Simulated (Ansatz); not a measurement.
# Cs2PdF4 (started from the K2NiF4 type) (I4/mmm): how robust is the cRPA U?, part 2 of 2

What does U in Cs2PdF4 (started from the K2NiF4 type) (I4/mmm) depend on besides the window?

Ansatz 0.2.0; constrained RPA on PBEsol, plane waves, PAW.

So far. Step 2 (Base: Pd eg, bands v1 to c1, 4×4×4 mesh, medium …): On the Pd eg shell, screening brings the on-site interaction from 14.2 eV down to U = 5.38 eV. Step 3 (Changed: 2×2×2 mesh): On the Pd eg shell, screening brings the on-site interaction from 14.6 eV down to U = 5.75 eV.

The structure was built from a prototype and need not be the compound's stable phase.

**6. Changed: one k-point**

input.yaml

```yaml
crystal:
  lattice:
    - [7.11719377, 2.19952634, -2.19952634]
    - [7.11719377, -2.19952634, 2.19952634]
    - [-7.11719377, -2.19952634, -2.19952634]
  atoms:
    - { symbol: Cs, position: [0.3570345795, 0.3570345795, 0.0] }
    - { symbol: Cs, position: [0.6429654205, 0.6429654205, 0.0] }
    - { symbol: Pd, position: [0.0, 0.0, 0.0] }
    - { symbol: F, position: [0.0, 0.5, 0.5] }
    - { symbol: F, position: [0.5, 0.0, 0.5] }
    - { symbol: F, position: [0.1455198577, 0.1455198577, 0.0] }
    - { symbol: F, position: [0.8544801423, 0.8544801423, 0.0] }
kpoints:
  mp_grid: { grid: [8, 8, 8] }
hamiltonian:
  xc: pbesol
scf:
  occupations: { method: gaussian, width: 0.08 }
  n_extra_bands: 19
  max_iter: 150
  lower_state_search: "off"
output:
  crpa:
    kmesh: [1, 1, 1]
    target_bands: [v1, c1]
    projections: [{ species: Pd, l: d, shell: 4, orbitals: [dz2, dx2-y2] }]
```

On the command line:

```
> ansatz run input.yaml --threads 4 --pin off --max-ram 14745MiB --backend cpu --events-out ev --progress --plain --runs-dir out
```

Numbers of over 12 decimals in the logs are rounded to 6 here.

What it wrote:

```text
[...]
Crystal: 7 atoms, lattice volume = 137.730 Å³
Basis set: ecut = 420 eV, 2735 PW (Γ)
Bands: 51, of which v1, the nominal top of the filled ones, is band 32 counted from 1 (31 counted from 0)
Symmetry: 16 space group operations
[...]
k-points: 59 of 512
[...]
k-point 58: bands = [... 28 lower, 4.9185, 5.4360, 5.4360, 5.5107, 6.4719, 10.9635, 10.9720, 11.0174, ... 15 higher]
[...]
χ-basis size per q: N_G = 485..485
[...]
Site 2, 4D, 2 of 5 d orbitals (Wannier functions 1, 2; wannier90's mr 1, 4):
      screened: U = 5.5923 eV, U' = 4.3681 eV, J = 0.5766 eV
      screened, to within: U = 9.4e-3 eV, U' = 9.4e-3 eV, J = 1.1e-3 eV
      bare: V = 16.9778 eV, V' = 15.2979 eV, J = 0.8357 eV
[...]
[key lines of the parts left out:]
SCF converged after 10 iterations
Free energy (F): -21283.454029 eV
Fermi energy:    7.086015 eV
```

Elapsed: 12 s, on 4 threads of Arm Neoverse V2, shared host; peak memory 0.67 GiB.

The run ended normally, though the input holds a fault or crude settings.

The fault put into this input: one k-point. It printed U = 5.59 eV, which is no property of the model meant.

**7. Changed: potentials**

input.yaml, as its differences from that of step 6:

```diff
@@ -17,2 +17,3 @@
   xc: pbesol
+  pseudopotentials: { kind: paw, source: ansatz }
 scf:
@@ -24,3 +25,3 @@
   crpa:
-    kmesh: [1, 1, 1]
+    kmesh: [4, 4, 4]
     target_bands: [v1, c1]
```

What it wrote:

```text
[...]
Crystal: 7 atoms, lattice volume = 137.730 Å³
Basis set: ecut = 1050 eV, 10649 PW (Γ)
Bands: 51, of which v1, the nominal top of the filled ones, is band 32 counted from 1 (31 counted from 0)
Symmetry: 16 space group operations
[...]
k-points: 59 of 512
[...]
k-point 58: bands = [... 28 lower, 4.8382, 5.3571, 5.3571, 5.4295, 6.3922, 10.8792, 10.8886, 10.9337, ... 15 higher]
[...]
χ-basis size per q: N_G = 485..504
[...]
Site 2, 4D, 2 of 5 d orbitals (Wannier functions 1, 2; wannier90's mr 1, 4):
      screened: U = 5.3758 eV, U' = 4.4465 eV, J = 0.4550 eV
      screened, to within: U = 7.0e-3 eV, U' = 7.0e-3 eV, J = 7.1e-4 eV
      bare: V = 14.2128 eV, V' = 12.8147 eV, J = 0.6917 eV
[...]
[key lines of the parts left out:]
SCF converged after 11 iterations
Free energy (F): -21331.701906 eV
Fermi energy:    7.006244 eV
```

The job ended after 15 min (4 threads; peak memory 2.3 GiB; 54 min of CPU time).

Numbers from this step:

| Item | Value |
| --- | --- |
| U | 5.376 eV |
| U prime (inter-orbital) | 4.446 eV |
| J | 0.4550 eV |
| bare V | 14.21 eV |
| bare J | 0.6917 eV |
| stated bound on U | 0.006938 eV |
| U over bare V | 0.3782 |
| electrons in the window | 2.000 |
| head of the constrained inverse dielectric matrix | 0.3962 |
| least eigenvalue of the projection's overlap | 0.6241 |
| target functions | 2 |
| bands in the sums | 66 |
| width of the target bands | 2.556 eV |
| weight of the projected orbitals in the window | 0.7178 |

On the Pd eg shell, screening brings the on-site interaction from 14.2 eV down to U = 5.38 eV.

**8. Changed: PBE**

This step: constrained RPA on PBE, plane waves, PAW.

input.yaml, as its differences from that of step 7:

```diff
@@ -16,4 +16,3 @@
 hamiltonian:
-  xc: pbesol
-  pseudopotentials: { kind: paw, source: ansatz }
+  xc: pbe
 scf:
```

What it wrote:

```text
[...]
Crystal: 7 atoms, lattice volume = 137.730 Å³
Basis set: ecut = 420 eV, 2735 PW (Γ)
Bands: 51, of which v1, the nominal top of the filled ones, is band 32 counted from 1 (31 counted from 0)
Symmetry: 16 space group operations
[...]
k-points: 59 of 512
[...]
k-point 58: bands = [... 28 lower, 5.0640, 5.5548, 5.5548, 5.6826, 6.6534, 11.1953, 11.2390, 11.2842, ... 15 higher]
[...]
χ-basis size per q: N_G = 485..504
[...]
Site 2, 4D, 2 of 5 d orbitals (Wannier functions 1, 2; wannier90's mr 1, 4):
      screened: U = 5.4803 eV, U' = 4.5392 eV, J = 0.4608 eV
      screened, to within: U = 6.4e-3 eV, U' = 6.4e-3 eV, J = 6.3e-4 eV
      bare: V = 14.2959 eV, V' = 12.8917 eV, J = 0.6950 eV
[...]
[key lines of the parts left out:]
SCF converged after 9 iterations
Free energy (F): -21551.213297 eV
Fermi energy:    7.248867 eV
```

The job ended after 4.8 min (4 threads; peak memory 1.1 GiB; 19 min of CPU time).

This step gave:

```
U                                                 : 5.480 eV
U prime (inter-orbital)                           : 4.539 eV
J                                                 : 0.4608 eV
bare V                                            : 14.30 eV
bare J                                            : 0.6950 eV
stated bound on U                                 : 0.006393 eV
U over bare V                                     : 0.3833
electrons in the window                           : 2.000
head of the constrained inverse dielectric matrix : 0.4030
least eigenvalue of the projection's overlap      : 0.6263
target functions                                  : 2
bands in the sums                                 : 66
width of the target bands                         : 2.527 eV
weight of the projected orbitals in the window    : 0.7197
```

On the Pd eg shell, screening brings the on-site interaction from 14.3 eV down to U = 5.48 eV.

**9. Side by side**

Times are wall times on 4 threads of Arm Neoverse V2, shared host, good to a factor of about two.

```csv
run,bare V (eV),U (eV),J (eV),bound on U (eV),width (eV),time
target window,14.22,5.383,0.457,0.0055,2.55,5.1 min
2×2×2 mesh,14.65,5.752,0.478,0.0061,2.55,27 s
potentials,14.21,5.376,0.455,0.0069,2.56,15 min
PBE,14.30,5.480,0.461,0.0064,2.53,4.8 min
```

**10. Outcome**

* target window: U 5.38 eV, J 0.46 eV
* 2×2×2 mesh: U 5.75 eV, J 0.48 eV
* potentials: U 5.38 eV, J 0.45 eV
* PBE: U 5.48 eV, J 0.46 eV

**Reading.** 2×2×2 mesh moves U by +0.37 eV at 0.089 times the time. Potentials moves U by −0.01 eV (within the solver's bounds, for the mean over orbitals) at 3.0 times the time. PBE moves U by +0.10 eV. The printed bound covers the solver alone, not the mesh, and no denser mesh than the base was run. The parent state is non-magnetic and the interaction static (zero frequency); U depends on the window and the orbitals, so it belongs to this model alone.

[Paths, hosts, dates, memory and timing lines, banners, echoed tables and standing remarks are left out of the program output.]

[Logs are printed without paths, hosts, clocks, repeated set-up lines and the standing remarks that a program may print on its own settings, such as how far it seeks lower states.]

[Runs of the session that timed out or met a known fault of the program may be left out.]

[Hosts, paths, dates, database ids (printed as entryN), source tags and the programs' standing remarks are cut or masked in the printed files.]
